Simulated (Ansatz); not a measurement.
# KTaSe3 (model cell, started as cubic perovskite with Ta in the octahedra): a soft mode frozen in

Which phase does KTaSe3 (model cell, started as cubic perovskite with Ta in the octahedra) fall into along its unstable mode, and how much energy does it gain?

Method: DFT LDA, scalar-relativistic, plane waves, PAW; PAW set soft_1, in Ansatz 0.2.0.

The structure was built from a prototype and need not be the compound's stable phase.

### 1. Starting point

It takes space group Pm-3m (No. 221, cubic). Conventional cell: a = 4.999 Å, b = 4.999 Å, c = 4.999 Å, α = 90.00°, β = 90.00°, γ = 90.00°. K has 12 Se at 3.53 Å nearest. Nearest to Ta lie 6 Se at 2.50 Å. Nearest to Se lie 2 Ta at 2.50 Å and 4 K at 3.53 Å. Farther neighbours and most contacts between anions are not listed.

### 2. Response at finite wavevector

The cell comes from relaxations at this level that are not shown. Stability and thermal properties need the whole zone. Linear response on a 2×2×2 q mesh gives force constants as far as a supercell of that size would.

Input file input.yaml:

```yaml
crystal:
  lattice:
    - [4.998906978, 0.0, 0.0]
    - [0.0, 4.998906978, 0.0]
    - [0.0, 0.0, 4.998906978]
  atoms:
    - { symbol: K, position: [0.0, 0.0, 0.0] }
    - { symbol: Ta, position: [0.5, 0.5, 0.5] }
    - { symbol: Se, position: [0.5, 0.5, 0.0] }
    - { symbol: Se, position: [0.5, 0.0, 0.5] }
    - { symbol: Se, position: [0.0, 0.5, 0.5] }
kpoints:
  mp_grid: { grid: [8, 8, 8] }
hamiltonian:
  xc: lda
  pseudopotentials: { kind: paw, azcp: { folder: soft_1 }, xc_functional: pbe }
scf:
  occupations: { method: methfessel_paxton, width: 0.2 }
output:
  eigenvalues: true
phonons:
  method: dfpt
  qmesh: [2, 2, 2]
  temperatures: { t_max: 1000, t_step: 50 }
  qpath:
    path:
      - [[0.0, 0.0, 0.0], [0.0, 0.5, 0.0], [0.5, 0.5, 0.0], [0.0, 0.0, 0.0], [0.5, 0.5, 0.5], [0.0, 0.5, 0.0]]
      - [[0.5, 0.5, 0.5], [0.5, 0.5, 0.0]]
    npoints: 10
```

Command:

```console
> ansatz run input.yaml --threads 4 --pin off --max-ram 16384MiB --backend cpu --events-out ev --progress --plain --runs-dir out
```

Numbers of over 12 decimals in the logs are rounded to 6 here.

Output:

```text
Engine: ansatz 0.2.0, aarch64-unknown-linux-gnu
Pseudopotentials: kind: paw
Pseudopotential: K, paw, valence charge 9, recommended cutoff 420 eV (normal), soft_1/K.paw.azcp
Pseudopotential: Ta, paw, valence charge 13, recommended cutoff 420 eV (normal), soft_1/Ta.paw.azcp
Pseudopotential: Se, paw, valence charge 16, recommended cutoff 420 eV (normal), soft_1/Se.paw.azcp
Functional definition: SPW92
  exchange = slater_x
  correlation = pw_c
Crystal: 5 atoms, lattice volume = 124.918 Å³
Basis set: ecut = 420 eV, 2469 PW (Γ), exchange–correlation on 72×72×72 points (8 copies of the dense FFT grid, shifted against one another)
Bands: 42, of which v1, the nominal top of the filled ones, is band 35 counted from 1 (34 counted from 0)
Symmetry: 48 space group operations
k-points: 35 of 512
Non-local potential: K, projectors of the file, l = 0: 3, l = 1: 2, l = 2: 2
Non-local potential: Ta, projectors of the file, l = 0: 3, l = 1: 2, l = 2: 2, l = 3: 1
Non-local potential: Se, projectors of the file, l = 0: 2, l = 1: 2, l = 2: 3, l = 3: 1
PAW form: soft (Blöchl's): semilocal exchange-correlation on the pseudo side does not see the compensation charge
PAW frozen core: K, regenerated for the run's functional, and the local potential with it (the file was generated under x = pbe(κ = 0.804, μ = 0.219515), c = pbe(β = 0.066725))
PAW frozen core: Ta, regenerated for the run's functional, and the local potential with it (the file was generated under x = pbe(κ = 0.804, μ = 0.219515), c = pbe(β = 0.066725))
PAW frozen core: Se, regenerated for the run's functional, and the local potential with it (the file was generated under x = pbe(κ = 0.804, μ = 0.219515), c = pbe(β = 0.066725))
PAW one-centre angular grid: K, 110 points (default); XC on 64 Gauss nodes
PAW one-centre angular grid: Ta, 590 points (default); XC on 64 Gauss nodes
PAW one-centre angular grid: Se, 590 points (default); XC on 64 Gauss nodes
Initial density: superposition of atomic densities (chi_scale 0.1, normalization cell, long waves kept (reshape's long-wave potential 0.00 eV rms))
Initial wavefunctions: pseudopotential atomic-orbital guess
Functional: x = slater, c = lda
SCF iter   1: F=—  HF=-27334.667826 eV  |F-HF|=—  |Δ(HF+E_count)|=         —  Δρ=4.68e-2  dr2=4.82e0  ethr=3.10e-3  ⟨swp⟩=7.5  Hψ=5542  notcnv=0
preconditioner: auto → Kerker (q_TF=auto, 2.477 Å⁻¹)  [metal: Δε(μ)=0.057 eV  Ē_g=10.276 eV  σ=0.200 eV  W_gap=0.24  n_scr=26 (ndim 8)  ℏωp=18.2 eV  f_vac=0.008  D(μ)=3.45/eV (n_scr^D=26)]
SCF iter   2: F=—  HF=-27333.747794 eV  |F-HF|=—  |Δ(HF+E_count)|=   9.20e-1  S|Δr|=    0.00e0  Δρ=2.40e-2  dr2=1.29e0  ethr=3.10e-3  ⟨swp⟩=2.1  Hψ=2224  notcnv=0  defer=56
SCF iter   3: F=—  HF=-27333.344664 eV  |F-HF|=—  |Δ(HF+E_count)|=   4.03e-1  S|Δr|=    0.00e0  Δρ=5.89e-3  dr2=9.96e-2  ethr=1.84e-3  ⟨swp⟩=2.4  Hψ=2180  notcnv=0  defer=56
SCF iter   4: F=—  HF=-27333.312569 eV  |F-HF|=—  |Δ(HF+E_count)|=   3.21e-2  S|Δr|=    0.00e0  Δρ=3.05e-3  dr2=3.67e-2  ethr=1.42e-4  ⟨swp⟩=2.0  Hψ=2892  notcnv=0  defer=57
SCF iter   5: F=—  HF=-27333.295161 eV  |F-HF|=—  |Δ(HF+E_count)|=   1.74e-2  S|Δr|=    0.00e0  Δρ=1.42e-3  dr2=5.37e-3  ethr=5.25e-5  ⟨swp⟩=2.2  Hψ=2559  notcnv=0  defer=57
SCF iter   6: F=—  HF=-27333.293290 eV  |F-HF|=—  |Δ(HF+E_count)|=   1.87e-3  S|Δr|=    0.00e0  Δρ=3.59e-4  dr2=2.83e-4  ethr=7.67e-6  ⟨swp⟩=2.0  Hψ=1915  notcnv=0  defer=57
SCF iter   7: F=—  HF=-27333.293276 eV  |F-HF|=—  |Δ(HF+E_count)|=   1.39e-5  S|Δr|=    0.00e0  Δρ=1.28e-4  dr2=3.76e-5  ethr=4.05e-7  ⟨swp⟩=2.0  Hψ=1896  notcnv=0  defer=57
SCF iter   8: F=—  HF=-27333.293276 eV  |F-HF|=—  |Δ(HF+E_count)|=   1.45e-7  S|Δr|=    0.00e0  Δρ=3.42e-5  dr2=2.84e-6  ethr=5.36e-8  ⟨swp⟩=2.0  Hψ=1689  notcnv=0  defer=57
SCF iter   9: F=—  HF=-27333.293275 eV  |F-HF|=—  |Δ(HF+E_count)|=   3.19e-7  S|Δr|=    0.00e0  Δρ=1.02e-5  dr2=2.48e-7  ethr=4.06e-9  ⟨swp⟩=2.0  Hψ=2588  notcnv=0  defer=57
SCF iter  10: F=—  HF=-27333.293275 eV  |F-HF|=—  |Δ(HF+E_count)|=   4.86e-8  S|Δr|=    0.00e0  Δρ=2.95e-6  dr2=1.15e-8  ethr=3.54e-10  ⟨swp⟩=2.3  Hψ=2390  notcnv=0  defer=57
SCF iter  11: F=—  HF=-27333.293275 eV  |F-HF|=—  |Δ(HF+E_count)|=   5.96e-9  S|Δr|=    0.00e0  Δρ=5.50e-7  dr2=4.39e-10  ethr=1.64e-11  ⟨swp⟩=2.0  Hψ=1595  notcnv=0  defer=57
SCF iter  12: F=—  HF=-27333.293275 eV  |F-HF|=—  |Δ(HF+E_count)|=  2.29e-10  S|Δr|=    0.00e0  Δρ=1.57e-7  dr2=3.19e-11  ethr=1.00e-12  ⟨swp⟩=2.4  Hψ=2584  notcnv=0  defer=57
SCF iter  13: F=-27333.293275 eV  HF=-27333.293275 eV  |F-HF|=0.00e0  |Δ(HF+E_count)|=  3.64e-12  S|Δr|=    0.00e0  Δρ=3.29e-8  dr2=8.87e-13  ethr=1.00e-12  ⟨swp⟩=11.2  Hψ=7804  notcnv=0
SCF 1 converged in 13 iterations: F = -27333.293275 eV  dr2 = 8.87e-13
  greatest PAW one-centre occupation: 1.000 electrons in one spin orbital (limit 2), on the Se atom at site 3 (counted from 0), in its partial waves of l = 2
Initial density: read from a saved state, or passed on in memory by an earlier SCF of this step, an earlier step, the calling program or the single point that the run made first
iter 1 solved again at ethr=2.21e-7 eV; its pass at ethr=3.10e-3 eV (dr2=1.55e-4 eV) is discarded
SCF iter   1: F=—  HF=-27333.293275 eV  |F-HF|=—  |Δ(HF+E_count)|=         —  Δρ=1.01e-6  dr2=9.99e-10  ethr=2.21e-7  ⟨swp⟩=3.0  Hψ=8588  notcnv=0
eigensolver tolerance schedule: the retry pair's looser diagonalisation over-reported the residual by 154956.17 of it (diagonalisation noise at an unbounded share of the residual, at the tolerance the schedule requests for it); recorded, not acted on — ethr = c·dr2/N_el stays at c = 1.0e-1
preconditioner: auto → LDOS  [metal: Δε(μ)=0.071 eV  Ē_g=10.180 eV  σ=0.200 eV  W_gap=0.30  n_scr=26 (ndim 8)  ℏωp=18.2 eV  f_vac=0.042  D(μ)=3.59/eV (n_scr^D=26)  β→1.0]
SCF iter   2: F=—  HF=-27333.293275 eV  |F-HF|=—  |Δ(HF+E_count)|=   6.53e-7  S|Δr|=    0.00e0  Δρ=1.12e-6  dr2=1.33e-9  ethr=1.43e-12  ⟨swp⟩=3.9  Hψ=4240  notcnv=0
SCF iter   3: F=—  HF=-27333.293275 eV  |F-HF|=—  |Δ(HF+E_count)|=  3.46e-10  S|Δr|=    0.00e0  Δρ=5.55e-7  dr2=3.18e-10  ethr=1.43e-12  ⟨swp⟩=2.0  Hψ=2426  notcnv=0
SCF iter   4: F=—  HF=-27333.293275 eV  |F-HF|=—  |Δ(HF+E_count)|=  4.00e-11  S|Δr|=    0.00e0  Δρ=3.95e-7  dr2=1.49e-10  ethr=1.00e-12  ⟨swp⟩=1.0  Hψ=1470  notcnv=0
SCF iter   5: F=-27333.293275 eV  HF=-27333.293275 eV  |F-HF|=3.64e-12  |Δ(HF+E_count)|=  5.09e-11  S|Δr|=    0.00e0  Δρ=2.58e-8  dr2=1.21e-12  ethr=1.00e-12  ⟨swp⟩=3.1  Hψ=4802  notcnv=0
SCF 2 converged in 5 iterations: F = -27333.293275 eV  dr2 = 1.21e-12
  greatest PAW one-centre occupation: 1.000 electrons in one spin orbital (limit 2), on the Se atom at site 4 (counted from 0), in its partial waves of l = 2
phonons: the bands overlap, so this run is a metal and interpolates without the dipole-dipole term. If the crystal is really an insulator or semiconductor, its LO-TO splitting is missing
NSCF: frozen V_eff on 35 k-points
NSCF: frozen V_eff on 125 k-points
DFPT response loops at q = (0, 0, 0) (fractional): preconditioner auto → Kerker (q_TF=auto, 2.477 Å⁻¹) (partly filled bands, converged f_vac=0.042); β = 1.00, the filter's whole step (`scf.mixing.beta` (0.50) is not read by the response loops under this deck's `scf.mixing.preconditioner`; to damp them name `kerker` or `kerker_dos`, under which they read `scf.mixing.beta`, and type it under 1.00, their step now; both keys bind the ground state too); Broyden in place of MSR1
NSCF: frozen V_eff on 250 k-points
DFPT response loops at q = (0, 0, -0.5) (fractional): mixed as the last ones told, above
NSCF: frozen V_eff on 250 k-points
DFPT response loops at q = (0, -0.5, -0.5) (fractional): mixed as the last ones told, above
NSCF: frozen V_eff on 250 k-points
DFPT response loops at q = (-0.5, -0.5, -0.5) (fractional): mixed as the last ones told, above
SCF converged after 13 iterations
Stability not checked: this state was not tested for a lower state beside it, because cold or Methfessel-Paxton smearing, or corrected tetrahedra, fill the levels in a way that the test cannot read (fill_not_monotonic; see scf.lower_state_search)
Free energy (F): -27333.293275 eV
Harris-Foulkes:  -27333.293275 eV  (|F-HF|=0.00e0)
Internal energy: -27333.281853 eV  (E = F + TS)
E sigma→0 (E₀):  -27333.290420 eV
Entropy (-TS):   -0.011422 eV (-2.284 meV/atom)
Fermi energy:    8.278294 eV
Step filling:    the computed levels leave a gap of 0.0714 eV = 0.4 smearing widths at the electron count; against every level under it full and every level over it empty, smearing changes F+E_penalty+E_count by -2.560 meV and its σ→0 estimate by +0.295 meV
--- Per-component energies (eV) ---
  E_band       = -1468.784412
  E_kinetic    = 983.652233
  E_local      = -10023.614348  (includes V_loc(G=0)·N_el)
  E_nonlocal   = -1042.091053
  E_hartree    = 5002.893353
  E_xc         = -706.878236
  E_vxc        = -670.917186  (∫ρ·V_xc dr)
  E_paw        = -14938.060107  (= ΣΔE_a)
  E_vpaw       = -721.599687  (= ΣTr[D̂ρ^β])
  E_aug_tail   = -0.001027  (compensation charges beyond the density's cutoff)
  E_ewald      = -6616.351246
  E_core_change = 7.168577  (= ΣΔE_core)
  E_smearing   = -0.011422  (= −TS)
  E_closure    = 0.000000  (closes the sum)
  Σ components = -27333.293275   (vs F -27333.293275, Δ=0.00e0)
--- Band table (eV; the first three rows and the last of 35) ---
  k-point 0: bands = [... 31 lower, 6.9847, 7.4134, 7.4134, 7.4134, 7.7858, 7.7858, 7.7858, 9.8038, ... 3 higher]
  k-point 1: bands = [... 31 lower, 6.8767, 7.1222, 7.4227, 7.4874, 7.4874, 8.3395, 8.3395, 9.8178, ... 3 higher]
  k-point 2: bands = [... 31 lower, 6.2446, 6.6428, 7.4457, 7.4753, 7.4753, 9.2217, 9.2217, 9.8428, ... 3 higher]
  k-point 34: bands = [... 31 lower, 3.6641, 8.5047, 8.5047, 8.5047, 10.4980, 10.4980, 10.4980, 11.5624, ... 3 higher]
--- Phonons (Γ-DFPT): 4 representative perturbations + reference (Σ response iterations 13) ---
  ASR residual: 3.631e-5 → 0.000e0 eV/Å²; symmetrization residual: 5.595e-6 eV/Å²
  ASR residual per site (eV/Å²): 1.09e-5 4.12e-6 3.63e-5 3.63e-5 3.63e-5
  Γ frequencies (cm⁻¹): 0.00 0.00 0.00 45.85 45.85 45.85 61.21 61.21 61.21 80.42 80.42 80.42 230.71 230.71 230.71
--- Phonons (arbitrary-q DFPT): 4 irreducible q on the 2×2×2 mesh ---
  q = [0.0000, 0.0000, 0.0000] (star 1, of the zone-centre solve; hermiticity 8.94e-7, symmetrization 8.25e-12): -0.00 -0.00 0.00 45.85 45.85 45.85 61.21 61.21 61.21 80.42 80.42 80.42 230.71 230.71 230.71
  q = [0.0000, 0.0000, -0.5000] (star 3, 9 solved perturbations in 975 linear systems a pass and spin channel, the states on 125 of 512 k-point pairs; hermiticity 5.75e-7, symmetrization 1.16e-12): 13.03 13.03 58.79 58.79 66.56 66.56 74.00 75.70 91.76 94.53 94.53 148.07 229.36 229.36 263.67
  q = [0.0000, -0.5000, -0.5000] (star 3, 9 solved perturbations in 975 linear systems a pass and spin channel, the states on 125 of 512 k-point pairs; hermiticity 1.18e-6, symmetrization 2.43e-12): -45.35 -19.39 65.02 65.02 71.03 85.78 89.67 89.67 91.11 91.11 128.08 149.50 149.50 228.32 284.77
  q = [-0.5000, -0.5000, -0.5000] (star 1, 4 solved perturbations in 350 linear systems a pass and spin channel, the states on 125 of 512 k-point pairs; hermiticity 4.36e-7, symmetrization 6.96e-12): -126.59 -126.59 -48.78 -48.78 -48.78 71.25 71.25 71.25 128.10 128.10 128.10 149.59 149.59 149.59 302.07
  sum rule: each row above includes the acoustic sum rule's correction from the zone centre's row sums; it moved no ω² by more than (0.35 cm⁻¹)²
  mesh force constants: q→R imaginary residual 2.22e-18; ASR residual 3.631e-5 → 0.000e0 eV/Å²; symmetrization residual 1.066e-14 eV/Å²
  interpolated dispersion: 62 rows × 15 modes
  density of states and harmonic sums: on the 14×14×14 q-mesh, interpolated from the force constants of a 2×2×2 supercell (no non-analytic term)
  largest difference from the sums on the solved wave vectors: F 2.31e-1 eV, S 3.14e-4 and C_V 8.49e-5 eV/K
  zero-point energy: 0.095539 eV/cell   skipped modes (ω ≤ 0): 120, of them read as no rigid motion or as one in doubt: 117 (7.853e-1 modes/cell left out, lowest -126.59 cm⁻¹)   left out of the sums: 5.24e-2 of the cell's modes: C_V's classical limit lies that fraction below 3 k_B per atom; for a crystal, a wire or a layer, F and S can be off by more, and a phonons.interpolated_qmesh denser along its periods is the remedy for the sampling
```

Elapsed: 7.8 min, on 4 threads of Arm Neoverse V1, shared host; peak memory 1.8 GiB.

This step gave:

| Quantity | Value |
| --- | --- |
| volume per atom | 24.98 Å³ |
| gap on the k-mesh | 0 eV |
| sum-rule residual before enforcement | 3.63e-5 eV/Å² |
| lowest frequency on the path | -126.6 cm⁻¹ |
| point group | m-3m |
| highest frequency on the path or at a solved wavevector | 302.9 cm⁻¹ |
| highest optical mode at the zone centre (no LO-TO term) | 230.7 cm⁻¹ |
| lowest optical zone-centre mode | 45.85 cm⁻¹ |
| lowest mode on the q mesh (acoustic modes at Γ apart) | -126.6 cm⁻¹ |

Frequencies (cm⁻¹) solved at each irreducible wavevector; negative means imaginary. Frequencies by wavevector, by row:

| q in reciprocal lattice units | star | mode 1 | mode 2 | mode 3 | mode 4 | mode 13 | mode 14 | mode 15 |
| --- | --- | --- | --- | --- | --- | --- | --- | --- |
| 0 0 0 | 1 | 0 | 0 | 0 | 45.9 | 230.7 | 230.7 | 230.7 |
| 0 0 -0.5 | 3 | 13 | 13 | 58.8 | 58.8 | 229.4 | 229.4 | 263.7 |
| 0 -0.5 -0.5 | 3 | -45.4 | -19.4 | 65 | 65 | 149.5 | 228.3 | 284.8 |
| -0.5 -0.5 -0.5 | 1 | -126.6 | -126.6 | -48.8 | -48.8 | 149.6 | 149.6 | 302.1 |

Interpolated from a 2×2×2 q mesh. The phonon branches at the labelled points (cm⁻¹):

| point | branch 1 | branch 2 | branch 3 | branch 4 | branch 12 | branch 13 | branch 14 | branch 15 |
| --- | --- | --- | --- | --- | --- | --- | --- | --- |
| Γ | 0 | 0 | 0 | 46 | 80 | 231 | 231 | 231 |
| halfway | 17 | 17 | 51 | 51 | 110 | 230 | 230 | 246 |
| X | 13 | 13 | 59 | 59 | 148 | 229 | 229 | 264 |
| halfway | -8 | 28 | 49 | 67 | 149 | 172 | 229 | 280 |
| M | -45 | -19 | 65 | 65 | 150 | 150 | 228 | 285 |
| halfway | 14 | 23 | 56 | 61 | 114 | 197 | 230 | 268 |
| Γ | 0 | 0 | 0 | 46 | 80 | 231 | 231 | 231 |
| halfway | 14 | 14 | 40 | 69 | 115 | 185 | 185 | 289 |
| R | -127 | -127 | -49 | -49 | 150 | 150 | 150 | 302 |
| halfway | 15 | 21 | 33 | 55 | 144 | 149 | 172 | 298 |
| X | 13 | 13 | 59 | 59 | 148 | 229 | 229 | 264 |
| jump to R | -127 | -127 | -49 | -49 | 150 | 150 | 150 | 302 |
| halfway | -66 | -47 | 27 | 27 | 147 | 150 | 150 | 302 |
| M | -45 | -19 | 65 | 65 | 150 | 150 | 228 | 285 |

Symmetry leaves 4 wavevectors to solve. The lowest mode among them, the acoustic zeros apart, lies at q = (-0.5, -0.5, -0.5) and is imaginary, 126.6i cm⁻¹, so the energy falls along it.

### 3. The mode frozen in, largest atomic shift 0 Å

The mode followed lies at q = (-0.5, -0.5, -0.5) with frequency 48.8i cm⁻¹ and is 3-fold degenerate, one of the unstable modes though not the softest. At small amplitude the distorted cell has space group no. 140 by a symmetry search on the positions. The undistorted cell that holds it gives the zero of energy on the same k mesh.

System of this step: KTaSe3 (model cell, started as cubic perovskite with Ta in the octahedra). It takes space group Pm-3m (No. 221, cubic). The conventional cell has a = 4.999 Å, b = 4.999 Å, c = 4.999 Å, α = 90.00°, β = 90.00°, γ = 90.00°. Nearest to K lie 12 Se at 3.53 Å. Nearest to Ta lie 6 Se at 2.50 Å. Nearest to Se lie 2 Ta at 2.50 Å and 4 K at 3.53 Å. Farther neighbours and most contacts between anions are not listed.

input.yaml, the sections that differ from step 2:

```yaml
crystal:
  lattice:
    - [4.998906978, 4.998906978, 0.0]
    - [4.998906978, 0.0, 4.998906978]
    - [4.998906978, 0.0, -4.998906978]
  atoms:
    - { symbol: K, position: [0.0, 0.0, 0.0] }
    - { symbol: K, position: [0.0, 0.5, 0.5] }
    - { symbol: Ta, position: [0.5, 0.25, 0.75] }
    - { symbol: Ta, position: [0.5, 0.75, 0.25] }
    - { symbol: Se, position: [0.5, 0.5, 0.5] }
    - { symbol: Se, position: [0.5, 0.0, 0.0] }
    - { symbol: Se, position: [0.0, 0.5, 0.0] }
    - { symbol: Se, position: [0.0, 0.0, 0.5] }
    - { symbol: Se, position: [0.5, 0.5, 0.0] }
    - { symbol: Se, position: [0.5, 0.0, 0.5] }
output:
  forces: true
  stress: true
  eigenvalues: true
# kpoints, hamiltonian, scf: as in step 2
# phonons: removed
```

Output:

```text
[...]
Crystal: 10 atoms, lattice volume = 249.836 Å³
Basis set: ecut = 420 eV, 4909 PW (Γ)
Bands: 84, of which v1, the nominal top of the filled ones, is band 70 counted from 1 (69 counted from 0)
Symmetry: 96 space group operations
[...]
k-points: 29 of 512
[...]
k-point 0: bands = [... 66 lower, 7.4352, 7.7835, 7.7835, 7.7835, 8.4961, 8.4961, 8.4961, 9.8268, ... 10 higher]
  k-point 1: bands = [... 66 lower, 7.5035, 7.9708, 7.9708, 8.0204, 8.3432, 8.3432, 8.4184, 10.1210, ... 10 higher]
  k-point 2: bands = [... 66 lower, 7.2618, 7.9793, 7.9793, 8.2101, 8.3449, 8.4937, 8.4937, 10.0309, ... 10 higher]
  k-point 28: bands = [... 66 lower, 6.4982, 6.4982, 7.5402, 7.5402, 9.2188, 9.2188, 10.1314, 10.1314, ... 10 higher]
[key lines of the parts left out:]
SCF converged after 10 iterations
Free energy (F): -54666.638005 eV
Fermi energy:    8.256866 eV
P = ⅓ Tr σ = -0.1008 GPa (-1.008 kbar)
```

Elapsed: 12 s, on 4 threads; peak memory 0.98 GiB; 47 s of CPU time.

Numbers from this step:

```yaml
pressure: -0.1008 GPa
energy_from_the_undistorted_cell: 0 meV/atom
```

The run ends at a pressure of -0.10 GPa.

### 4. The mode frozen in, largest atomic shift 0.45 Å

The atoms are moved along the unstable eigenvector, the largest shift by 0.45 Å, with the cell fixed.

input.yaml, the sections that differ from step 3:

```yaml
crystal:
  lattice:
    - [4.998906978, 4.998906978, 0.0]
    - [4.998906978, 0.0, 4.998906978]
    - [4.998906978, 0.0, -4.998906978]
  atoms:
    - { symbol: K, position: [0.0, 0.0, 0.0] }
    - { symbol: K, position: [0.0, 0.5, 0.5] }
    - { symbol: Ta, position: [0.5, 0.25, 0.75] }
    - { symbol: Ta, position: [0.5, 0.75, 0.25] }
    - { symbol: Se, position: [0.5, 0.5450098393, 0.5450098393] }
    - { symbol: Se, position: [0.5, -0.0450098393, -0.0450098393] }
    - { symbol: Se, position: [0.0, 0.5, 0.0] }
    - { symbol: Se, position: [0.0, 0.0, 0.5] }
    - { symbol: Se, position: [0.5, 0.4549901607, 0.0450098393] }
    - { symbol: Se, position: [0.5, 0.0450098393, 0.4549901607] }
# kpoints, hamiltonian, scf, output: as in step 3
```

Output:

```text
[...]
Crystal: 10 atoms, lattice volume = 249.836 Å³
Basis set: ecut = 420 eV, 4909 PW (Γ)
Bands: 84, of which v1, the nominal top of the filled ones, is band 70 counted from 1 (69 counted from 0)
Symmetry: 16 space group operations
[...]
k-points: 59 of 512
[...]
k-point 0: bands = [... 66 lower, 7.3258, 7.5777, 7.6593, 7.7835, 7.7835, 8.4625, 8.4625, 9.2781, ... 10 higher]
  k-point 1: bands = [... 66 lower, 7.5010, 7.5627, 7.7596, 7.8235, 8.0769, 8.3661, 8.4057, 9.5024, ... 10 higher]
  k-point 2: bands = [... 66 lower, 7.3097, 7.5797, 7.8186, 7.9151, 8.4328, 8.4454, 8.5223, 9.7712, ... 10 higher]
  k-point 58: bands = [... 66 lower, 6.4102, 7.5026, 7.5602, 7.5602, 7.6260, 9.2256, 9.9116, 9.9116, ... 10 higher]
[key lines of the parts left out:]
SCF converged after 11 iterations
Free energy (F): -54666.808842 eV
Fermi energy:    8.079861 eV
P = ⅓ Tr σ = -1.4732 GPa (-14.732 kbar)
```

Elapsed: 27 s, on 4 threads; peak memory 1.3 GiB.

Numbers from this step:

```yaml
pressure: -1.473 GPa
energy_from_the_undistorted_cell: -17.11 meV/atom
```

The energy, extrapolated to zero smearing, is -17.11 meV/atom against the undistorted cell.

The run ends at a pressure of -1.47 GPa, with forces up to 0.045 eV/Å.

(Continued in part 2 of 3.)

[Logs are printed without paths, hosts, clocks, repeated set-up lines and the standing remarks that a program may print on its own settings, such as how far it seeks lower states.]

[Hosts, paths, dates, database ids (printed as entryN), source tags and the programs' standing remarks are cut or masked in the printed files.]
